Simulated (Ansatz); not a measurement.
**How fast states decay through Zn2CdS3**

Aim: relax a made-up compound, Zn2CdS3, and see how good a tunnel barrier it would be. It is built by putting Cd for part of the Zn in the ZnS structure of space group R3m, with the volume rescaled by atomic radii. The parent structure comes from the Materials Project.

Method: r2SCAN DFT, plane waves, PAW files, in the first sound run; inputs show where later runs differ, in Ansatz 0.2.0.

The structure was built from a prototype and need not be the compound's stable phase.

## Step 1: The starting structure

It takes space group R3m (No. 160, trigonal). The conventional cell has a = 3.885 Å, b = 3.885 Å, c = 28.634 Å, α = 90.00°, β = 90.00°, γ = 120.00°. Nearest to Zn lie 4 S at 2.38 to 2.39 Å. Nearest to Zn lie 4 S at 2.38 Å. Nearest to Cd lie 4 S at 2.38 Å. S has 3 Cd at 2.38 Å and 1 Zn at 2.39 Å nearest. Nearest to S lie 3 Zn at 2.38 Å and 1 Cd at 2.38 Å. Nearest to S lie 4 Zn at 2.38 Å. It derives from ZnS. Cd for part of the Zn in the ZnS structure of space group R3m. Farther neighbours and most contacts between anions are not listed.

## Step 2: Relaxing the new crystal

The substituted atoms don't fit the parent's cell, so cell and atoms relax together. A small smearing keeps the run stable in case the gap closes on the way.

Contents of input.yaml:

```yaml
crystal:
  lattice:
    - [1.9422984436, 1.1213865293, 9.5447157825]
    - [-1.9422984436, 1.1213865293, 9.5447157825]
    - [0.0, -2.2427730585, 9.5447157825]
  atoms:
    - { symbol: Zn, position: [0.99997114, 0.99997114, 0.99997114] }
    - { symbol: Zn, position: [0.22226941, 0.22226941, 0.22226941] }
    - { symbol: Cd, position: [0.44461344, 0.44461344, 0.44461344] }
    - { symbol: S, position: [0.08326717, 0.08326717, 0.08326717] }
    - { symbol: S, position: [0.5278423, 0.5278423, 0.5278423] }
    - { symbol: S, position: [0.30536254, 0.30536254, 0.30536254] }
kpoints:
  mp_grid: { grid: [6, 6, 6] }
scf:
  occupations: { method: gaussian, width: 0.03 }
hamiltonian:
  xc: r2scan
output:
  forces: true
  stress: true
relax:
  f_tol: 0.02
  max_steps: 60
  cell: {}
```

Launch:

```sh
ansatz run input.yaml --threads 2 --pin off --max-ram 4096MiB --backend cpu --events-out ev --progress --plain --runs-dir out
```

Numbers of over 12 decimals in the logs are rounded to 6 here.

Output:

```text
basis.fft_grid_basis auto: the FFT boxes are laid along the combinations [[1, 0, -1], [0, 1, -1], [0, 0, 1]] of the cell's own vectors, 3.885, 3.885 and 9.805 Å long. The dense box has 30×30×72 points. Along the cell's own vectors, as sized, it would have 72×72×72, 5.76 times as many. Of the 6 symmetry operations that the crystal satisfies within crystal.symmetry.tolerance (time reversal apart; of a slab, those that  [...]
Engine: ansatz 0.2.0, x86_64-unknown-linux-gnu
Pseudopotentials: kind: paw
Pseudopotential: Zn, paw, valence charge 12, recommended cutoff 500 eV (meta_gga), Zn.paw.azcp
Pseudopotential: Cd, paw, valence charge 20, recommended cutoff 500 eV (meta_gga), Cd.paw.azcp
Pseudopotential: S, paw, valence charge 6, recommended cutoff 500 eV (meta_gga), S.paw.azcp
Functional definition: r2SCAN
  parameter k0 = 0.174
  parameter k1 = 0.065
  parameter a1 = 4.9479
  exchange = r2scan_x(k0 = k0, k1 = k1, a1 = a1)
  correlation = r2scan_c
Crystal: 6 atoms, lattice volume = 124.734 Å³
Basis set: ecut = 500 eV, 3143 PW (Γ), FFT grids on a1−a3, a2−a3, a3, exchange–correlation on 120×120×288 points (64 copies of the dense FFT grid, shifted against one another)
Bands: 38, of which v1, the nominal top of the filled ones, is band 31 counted from 1 (30 counted from 0)
Symmetry: 6 space group operations
Space group: R3m (ITA 160), of the structure as read, at distance tolerance 5.0e-5 Å
k-points: 32 of 216 (time reversal used)
Non-local potential: Zn, projectors of the file, l = 0: 2, l = 1: 2, l = 2: 3, l = 3: 1
Non-local potential: Cd, projectors of the file, l = 0: 3, l = 1: 2, l = 2: 2, l = 3: 1
Non-local potential: S, projectors of the file, l = 0: 2, l = 1: 2, l = 2: 2
PAW form: soft (Blöchl's): semilocal exchange-correlation on the pseudo side does not see the compensation charge
PAW frozen core: Zn, regenerated for the run's functional (the file was generated under x = pbe(κ = 0.804, μ = 0.219515), c = pbe(β = 0.066725))
PAW frozen core: Cd, regenerated for the run's functional (the file was generated under x = pbe(κ = 0.804, μ = 0.219515), c = pbe(β = 0.066725))
PAW frozen core: S, regenerated for the run's functional (the file was generated under x = pbe(κ = 0.804, μ = 0.219515), c = pbe(β = 0.066725))
PAW one-centre angular grid: Zn, 590 points (default); XC on 261 of its mesh's 2673 points in the sphere
PAW one-centre angular grid: Cd, 590 points (default); XC on 160 Gauss nodes
PAW one-centre angular grid: S, 302 points (default); XC on 160 Gauss nodes
Initial density: superposition of atomic densities (neutral atoms: chi_scale 0, normalization atom), corrected by the library's trained network
Initial wavefunctions: pseudopotential atomic-orbital guess
Functional: x = r2scan, c = r2scan; τ floored in thin density (d = 2e-4 eV/Å³)
SCF iter   1: F=—  HF=-17641.990336 eV  |F-HF|=—  |Δ(HF+E_count)|=         —  Δρ=1.30e-2  dr2=1.04e-1  dr2_τ=3.20e-2  ethr=1.77e-3  ⟨swp⟩=6.7  Hψ=5053  notcnv=0  defer=2
preconditioner: auto → Resta (q_TF=auto, 2.428 Å⁻¹)  ε∞=5.2  [insulator: Δε(μ)=2.163 eV  Ē_g=11.870 eV  σ=0.030 eV  W_gap=1.00  n_scr=36 (ndim 8)  ℏωp=24.4 eV  f_vac=0.057  D(μ)=0.00/eV (n_scr^D=0)  ε∞_Penn≈5.2]
SCF iter   2: F=—  HF=-17642.004994 eV  |F-HF|=—  |Δ(HF+E_count)|=   1.47e-2  Δρ=2.87e-3  dr2=5.44e-3  dr2_τ=9.59e-4  ethr=1.68e-4  ⟨swp⟩=2.6  Hψ=2279  notcnv=0  defer=60
SCF iter   3: F=—  HF=-17642.002367 eV  |F-HF|=—  |Δ(HF+E_count)|=   2.63e-3  Δρ=2.99e-3  dr2=5.20e-3  dr2_τ=1.99e-4  ethr=8.78e-6  ⟨swp⟩=2.0  Hψ=2202  notcnv=0  defer=28
automatic band count: iteration 3 solves 37 bands in place of 38: the levels show a gap, and the empty bands left out lie too high to hold charge; the band table lists the bands solved (type scf.n_extra_bands for more)
SCF iter   4: F=—  HF=-17642.002495 eV  |F-HF|=—  |Δ(HF+E_count)|=   1.28e-4  Δρ=9.60e-4  dr2=6.47e-4  dr2_τ=2.62e-5  ethr=8.38e-6  ⟨swp⟩=1.1  Hψ=1192  notcnv=0  defer=28
SCF iter   5: F=—  HF=-17642.002566 eV  |F-HF|=—  |Δ(HF+E_count)|=   7.12e-5  Δρ=2.10e-4  dr2=4.20e-5  dr2_τ=2.67e-6  ethr=1.04e-6  ⟨swp⟩=2.2  Hψ=2158  notcnv=0  defer=28
SCF iter   6: F=—  HF=-17642.002587 eV  |F-HF|=—  |Δ(HF+E_count)|=   2.11e-5  Δρ=5.51e-5  dr2=3.98e-6  dr2_τ=1.03e-7  ethr=6.77e-8  ⟨swp⟩=2.6  Hψ=1951  notcnv=0  defer=28
SCF iter   7: F=—  HF=-17642.002588 eV  |F-HF|=—  |Δ(HF+E_count)|=   7.00e-7  Δρ=1.33e-5  dr2=2.44e-7  dr2_τ=6.38e-9  ethr=6.43e-9  ⟨swp⟩=2.0  Hψ=1937  notcnv=0  defer=28
SCF iter   8: F=-17642.002588 eV  HF=-17642.002588 eV  |F-HF|=3.83e-8  |Δ(HF+E_count)|=   1.48e-7  Δρ=6.29e-6  dr2=3.95e-8  dr2_τ=8.40e-10  ethr=1.61e-10  ⟨swp⟩=4.4  Hψ=4367  notcnv=0
SCF 1 converged in 8 iterations: F = -17642.002588 eV  dr2 = 3.95e-8
  greatest PAW one-centre occupation: 1.001 electrons in one spin orbital (limit 2), on the Cd atom at site 2 (counted from 0), in its partial waves of l = 1
relax step   1: F+E_penalty+E_count = -17642.00258797 eV  Δ(F+E_penalty+E_count) = +0.000e0 eV  max|allowed force component| = 1.753e0 eV/Å  Δτ_max = 0.0000 Å  P = +3.473 GPa  Ω = 124.734 Å³  (8 SCF iters, dr2 threshold 1.00e-7 eV, accepted)
Crystal: 6 atoms, lattice volume = 128.873 Å³
Basis set: ecut = 500 eV, 3245 PW (Γ), FFT grids on a1−a3, a2−a3, a3, exchange–correlation on 120×120×288 points (64 copies of the dense FFT grid, shifted against one another)
Initial density: handed on by an earlier stage of this run
Initial wavefunctions: those handed on with the density
iter 1 solved again at ethr=1.04e-4 eV; its pass at ethr=3.10e-3 eV (dr2=6.42e-2 eV) is discarded
SCF iter   1: F=—  HF=-17642.042240 eV  |F-HF|=—  |Δ(HF+E_count)|=         —  Δρ=9.38e-3  dr2=6.58e-2  dr2_τ=4.37e-1  ethr=1.04e-4  ⟨swp⟩=1.2  Hψ=5788  notcnv=0
automatic band count: iteration 1 solves 36 bands in place of 38: the levels show a gap, and the empty bands left out lie too high to hold charge; the band table lists the bands solved (type scf.n_extra_bands for more)
preconditioner: auto → Resta (q_TF=auto, 2.415 Å⁻¹)  ε∞=5.8  [insulator: Δε(μ)=2.051 eV  Ē_g=10.952 eV  σ=0.030 eV  W_gap=1.00  n_scr=36 (ndim 8)  ℏωp=24.0 eV  f_vac=0.065  D(μ)=0.00/eV (n_scr^D=0)  ε∞_Penn≈5.8]
SCF iter   2: F=—  HF=-17642.320197 eV  |F-HF|=—  |Δ(HF+E_count)|=   2.78e-1  Δρ=4.92e-3  dr2=1.74e-2  dr2_τ=8.11e-4  ethr=1.04e-4  ⟨swp⟩=3.2  Hψ=2470  notcnv=0
SCF iter   3: F=—  HF=-17642.322662 eV  |F-HF|=—  |Δ(HF+E_count)|=   2.47e-3  Δρ=1.68e-3  dr2=3.33e-3  dr2_τ=1.15e-4  ethr=2.80e-5  ⟨swp⟩=2.8  Hψ=1962  notcnv=0
SCF iter   4: F=—  HF=-17642.323382 eV  |F-HF|=—  |Δ(HF+E_count)|=   7.20e-4  Δρ=5.11e-4  dr2=4.43e-4  dr2_τ=1.24e-5  ethr=5.36e-6  ⟨swp⟩=2.1  Hψ=1895  notcnv=0
[...]
SCF iter   1: F=—  HF=-17642.310214 eV  |F-HF|=—  |Δ(HF+E_count)|=         —  Δρ=1.40e-3  dr2=1.44e-3  dr2_τ=3.60e-2  ethr=2.27e-6  ⟨swp⟩=3.1  Hψ=6299  notcnv=0
automatic band count: iteration 1 solves 36 bands in place of 38: the levels show a gap, and the empty bands left out lie too high to hold charge; the band table lists the bands solved (type scf.n_extra_bands for more)
preconditioner: auto → Resta (q_TF=auto, 2.416 Å⁻¹)  ε∞=5.8  [insulator: Δε(μ)=2.012 eV  Ē_g=10.975 eV  σ=0.030 eV  W_gap=1.00  n_scr=36 (ndim 8)  ℏωp=24.1 eV  f_vac=0.055  D(μ)=0.00/eV (n_scr^D=0)  ε∞_Penn≈5.8]
SCF iter   2: F=—  HF=-17642.329180 eV  |F-HF|=—  |Δ(HF+E_count)|=   1.90e-2  Δρ=6.62e-4  dr2=3.42e-4  dr2_τ=3.12e-5  ethr=2.27e-6  ⟨swp⟩=2.4  Hψ=2317  notcnv=0
SCF iter   3: F=—  HF=-17642.329202 eV  |F-HF|=—  |Δ(HF+E_count)|=   2.11e-5  Δρ=3.22e-4  dr2=1.09e-4  dr2_τ=5.52e-6  ethr=5.51e-7  ⟨swp⟩=1.2  Hψ=1158  notcnv=0
SCF iter   4: F=—  HF=-17642.329233 eV  |F-HF|=—  |Δ(HF+E_count)|=   3.11e-5  Δρ=1.22e-4  dr2=1.86e-5  dr2_τ=4.10e-7  ethr=1.76e-7  ⟨swp⟩=2.0  Hψ=1844  notcnv=0
SCF iter   5: F=—  HF=-17642.329232 eV  |F-HF|=—  |Δ(HF+E_count)|=   6.06e-7  Δρ=5.61e-5  dr2=4.10e-6  dr2_τ=6.79e-8  ethr=3.01e-8  ⟨swp⟩=2.0  Hψ=1828  notcnv=0
SCF iter   6: F=—  HF=-17642.329231 eV  |F-HF|=—  |Δ(HF+E_count)|=   7.21e-7  Δρ=2.33e-5  dr2=6.23e-7  dr2_τ=6.85e-9  ethr=6.62e-9  ⟨swp⟩=2.0  Hψ=1839  notcnv=0
SCF iter   7: F=-17642.329231 eV  HF=-17642.329231 eV  |F-HF|=5.34e-9  |Δ(HF+E_count)|=   8.53e-8  Δρ=4.74e-6  dr2=2.75e-8  dr2_τ=1.30e-9  ethr=9.68e-10  ⟨swp⟩=4.0  Hψ=4255  notcnv=0
SCF 3 converged in 7 iterations: F = -17642.329231 eV  dr2 = 2.75e-8
relax step   3: F+E_penalty+E_count = -17642.32923141 eV  Δ(F+E_penalty+E_count) = -5.876e-3 eV  max|allowed force component| = 8.264e-2 eV/Å  Δτ_max = 0.0202 Å  P = -0.139 GPa  Ω = 128.613 Å³  energy of the carried Pulay correction = -9.984e-4 eV  (7 SCF iters, dr2 threshold 6.00e-7 eV, accepted)
[...]
relax step   4: F+E_penalty+E_count = -17642.33026486 eV  Δ(F+E_penalty+E_count) = -1.033e-3 eV  max|allowed force component| = 2.347e-2 eV/Å  Δτ_max = 0.0113 Å  P = +0.002 GPa  Ω = 128.372 Å³  energy of the carried Pulay correction = -9.372e-4 eV  (6 SCF iters, dr2 threshold 4.27e-7 eV, accepted)
[...]
relax step   5: F+E_penalty+E_count = -17642.33030480 eV  Δ(F+E_penalty+E_count) = -3.994e-5 eV  max|allowed force component| = 1.052e-2 eV/Å  Δτ_max = 0.0036 Å  P = -0.028 GPa  Ω = 128.394 Å³  energy of the carried Pulay correction = -9.429e-4 eV  (6 SCF iters, dr2 threshold 3.44e-8 eV, accepted)
[...]
relax step   6: F+E_penalty+E_count = -17642.33033918 eV  Δ(F+E_penalty+E_count) = -3.438e-5 eV  max|allowed force component| = 1.310e-3 eV/Å  Δτ_max = 0.0013 Å  P = +0.001 GPa  Ω = 128.351 Å³  energy of the carried Pulay correction = -9.318e-4 eV  (6 SCF iters, dr2 threshold 7.69e-9 eV, accepted)
Basis set: ecut = 500 eV, 3239 PW (Γ), FFT grids on a1−a3, a2−a3, a3, exchange–correlation on 120×120×300 points (64 copies of the dense FFT grid, shifted against one another)
Initial wavefunctions: pseudopotential atomic-orbital guess (no wavefunctions were taken with the density)
iter 1 solved again at ethr=2.00e-7 eV; its pass at ethr=3.10e-3 eV (dr2=1.24e-4 eV) is discarded
SCF iter   1: F=—  HF=-17642.331344 eV  |F-HF|=—  |Δ(HF+E_count)|=         —  Δρ=1.29e-4  dr2=8.24e-7  dr2_τ=2.24e-6  ethr=2.00e-7  ⟨swp⟩=3.0  Hψ=8505  notcnv=0
preconditioner: auto → Resta (q_TF=auto, 2.417 Å⁻¹)  ε∞=5.3  [insulator: Δε(μ)=2.014 eV  Ē_g=11.563 eV  σ=0.030 eV  W_gap=1.00  n_scr=36 (ndim 8)  ℏωp=24.1 eV  f_vac=0.055  D(μ)=0.00/eV (n_scr^D=0)  ε∞_Penn≈5.3]
SCF iter   2: F=—  HF=-17642.331322 eV  |F-HF|=—  |Δ(HF+E_count)|=   2.17e-5  Δρ=6.93e-5  dr2=5.91e-7  dr2_τ=1.55e-6  ethr=1.33e-9  ⟨swp⟩=2.0  Hψ=2191  notcnv=0
SCF iter   3: F=—  HF=-17642.331334 eV  |F-HF|=—  |Δ(HF+E_count)|=   1.17e-5  Δρ=1.48e-5  dr2=3.76e-8  dr2_τ=6.41e-8  ethr=9.54e-10  ⟨swp⟩=2.0  Hψ=2012  notcnv=0
SCF iter   4: F=—  HF=-17642.331334 eV  |F-HF|=—  |Δ(HF+E_count)|=   4.77e-7  Δρ=1.68e-6  dr2=2.05e-9  dr2_τ=3.46e-10  ethr=6.06e-11  ⟨swp⟩=2.0  Hψ=2080  notcnv=0
SCF iter   5: F=—  HF=-17642.331334 eV  |F-HF|=—  |Δ(HF+E_count)|=   1.44e-9  Δρ=8.74e-7  dr2=4.07e-10  dr2_τ=4.80e-11  ethr=3.30e-12  ⟨swp⟩=2.0  Hψ=2099  notcnv=0
SCF iter   6: F=-17642.331334 eV  HF=-17642.331334 eV  |F-HF|=2.33e-10  |Δ(HF+E_count)|=  1.42e-10  Δρ=3.18e-7  dr2=3.35e-11  dr2_τ=2.91e-11  ethr=1.00e-12  ⟨swp⟩=4.0  Hψ=5334  notcnv=0
SCF 7 converged in 6 iterations: F = -17642.331334 eV  dr2 = 3.35e-11
relax step   7: F+E_penalty+E_count = -17642.33133426 eV  Δ(F+E_penalty+E_count) = -9.951e-4 eV  max|allowed force component| = 1.311e-3 eV/Å  Δτ_max = 0.0000 Å  P = +0.008 GPa  Ω = 128.351 Å³  stress off target by 1.09e-2 GPa  SCF on the basis re-selected at this cell (its energy is not comparable with the rows above)  (6 SCF iters)
basis re-selected at this cell: Δ(F+E_penalty+E_count) = -9.951e-4 eV, ΔP = +0.007 GPa vs the last step (what re-selecting the basis moved, of the pressure what is left beyond the Pulay correction that the steps carried, after the strain that the cell walked since its last selection, with what the two solves' SCF thresholds leave and, on support functions, any second-order correction that the steps lacked; it is no measure of the basis error at this ecutwfc). The dense FFT grid was sized anew with the basis: this SCF ran on 30×30×75 points, the steps before it on 30×30×72, so part of this shift can come from that change (see relax.cell in the input reference). [rest of the remark cut]
SCF converged after 6 iterations
Free energy (F): -17642.331334 eV
Harris-Foulkes:  -17642.331334 eV  (|F-HF|=2.33e-10)
Internal energy: -17642.331334 eV  (E = F + TS)
E sigma→0 (E₀):  -17642.331334 eV
Fermi energy:    7.121492 eV
--- Per-component energies (eV) ---
  E_band       = -539.826421
  E_kinetic    = 1086.687605
  E_local      = -8285.728676  (includes V_loc(G=0)·N_el)
  E_nonlocal   = 1357.021537
  E_hartree    = 3651.048071
  E_xc         = -691.182362
  E_vxc        = -636.163869  (∫ρ·V_xc dr)
  E_paw        = -9636.517389  (= ΣΔE_a)
  E_vpaw       = -1400.078914  (= ΣTr[D̂ρ^β])
  E_aug_tail   = -0.000088  (compensation charges beyond the density's cutoff)
  E_vtau       = 36.339594  (kinetic-family band-sum trace: ∫τ·v_τ [+ j·A + Jᵃ·Aᵃ] dr)
  E_ewald      = -5122.400724
  E_core_change = -1.259308  (= ΣΔE_core)
  E_smearing   = -0.000000  (= −TS)
  E_closure    = 0.000000  (closes the sum)
  Σ components = -17642.331334   (vs F -17642.331334, Δ=0.00e0)
--- Forces (eV/Å), atoms counted from 1 ---
  atom   1  Zn    -0.00000000    -0.00000000    -0.00040997
  atom   2  Zn    -0.00000000     0.00000000     0.00131218
  atom   3  Cd     0.00000000    -0.00000000    -0.00104113
  atom   4  S     -0.00000000     0.00000000     0.00072537
  atom   5  S      0.00000000     0.00000000     0.00004326
  atom   6  S      0.00000000    -0.00000000    -0.00062451
  max |Σ_I F_I| component: 5.20e-6 eV/Å
--- Stress (GPa, compression-positive) ---
        0.006344       0.000000      -0.000000
        0.000000       0.006344       0.000000
       -0.000000       0.000000       0.010924
  P = ⅓ Tr σ = 0.0079 GPa (0.079 kbar)
--- Relaxed structure (6 steps of the walk, 6 accepted, 1 SCFs on fresh bases) ---
  F+E_penalty+E_count = -17642.33133426 eV   max|allowed force component| = 1.311e-3 eV/Å   (the final SCF, on the basis selected at the relaxed cell)
  cell:  # Å, volume = 128.3507 Å³
    - [1.953457, 1.127829, 9.709567]
    - [-1.953457, 1.127829, 9.709567]
    - [0, -2.255658, 9.709567]
  atoms:
    - { symbol: Zn, position: [0.996951, 0.996951, 0.996951] }
    - { symbol: Zn, position: [0.225124, 0.225124, 0.225124] }
    - { symbol: Cd, position: [0.446303, 0.446303, 0.446303] }
    - { symbol: S, position: [0.076737, 0.076737, 0.076737] }
    - { symbol: S, position: [0.533102, 0.533102, 0.533102] }
    - { symbol: S, position: [0.305109, 0.305109, 0.305109] }
```

Run time: 90 s. Hardware: 2 threads of Intel Xeon Platinum 8259CL at 2.50GHz (Skylake/Cascade Lake), shared host; peak memory 0.77 GiB; 2.8 min of CPU time.

The steps of the relaxation:

```csv
step,energy less that of the first step (eV),largest force component (eV/Å),pressure (GPa),volume (Å³)
1,0.0000,1.7528,3.47,124.73
2,-0.3208,0.2019,-0.19,128.87
3,-0.3266,0.0826,-0.14,128.61
4,-0.3277,0.0235,0.00,128.37
5,-0.3277,0.0105,-0.03,128.39
6,-0.3278,0.0013,0.00,128.35
7*,-0.3287,0.0013,0.01,128.35
```

Relaxation steps marked * repeat the geometry before them on a plane-wave basis chosen anew for their cell, so energy and pressure can jump there.

The run keeps the 6 symmetry operations that it works with, so distortions that break them were not tested.

```csv
"conventional cell, symmetrised",before,after,change
a (Å),3.885,3.907,+0.6 %
b (Å),3.885,3.907,+0.6 %
c (Å),28.634,29.129,+1.7 %
volume (Å³/atom),20.79,21.39,+2.9 %
```

The atoms that moved most (Å, as changes of fractional coordinates times the final cell):

```csv
atom,dx,dy,dz,length
S4,0.000,0.000,-0.190,0.190
S5,0.000,0.000,0.153,0.153
Zn1,0.000,0.000,-0.088,0.088
Zn2,0.000,0.000,0.083,0.083
Cd3,0.000,0.000,0.049,0.049
S6,0.000,0.000,-0.007,0.007
```

This step gave:

```yaml
free_energy: -17642.3313 eV
fermi_energy: 7.121 eV
pressure: 0.007871 GPa
```

The largest force component on a free atom ends at 0.0013 eV/Å.

(Part 1 of 3 ends here.)

[Logs are printed without paths, hosts, clocks, repeated set-up lines and the standing remarks that a program may print on its own settings, such as how far it seeks lower states.]

[Hosts, paths, dates, database ids (printed as entryN), source tags and the programs' standing remarks are cut or masked in the printed files.]
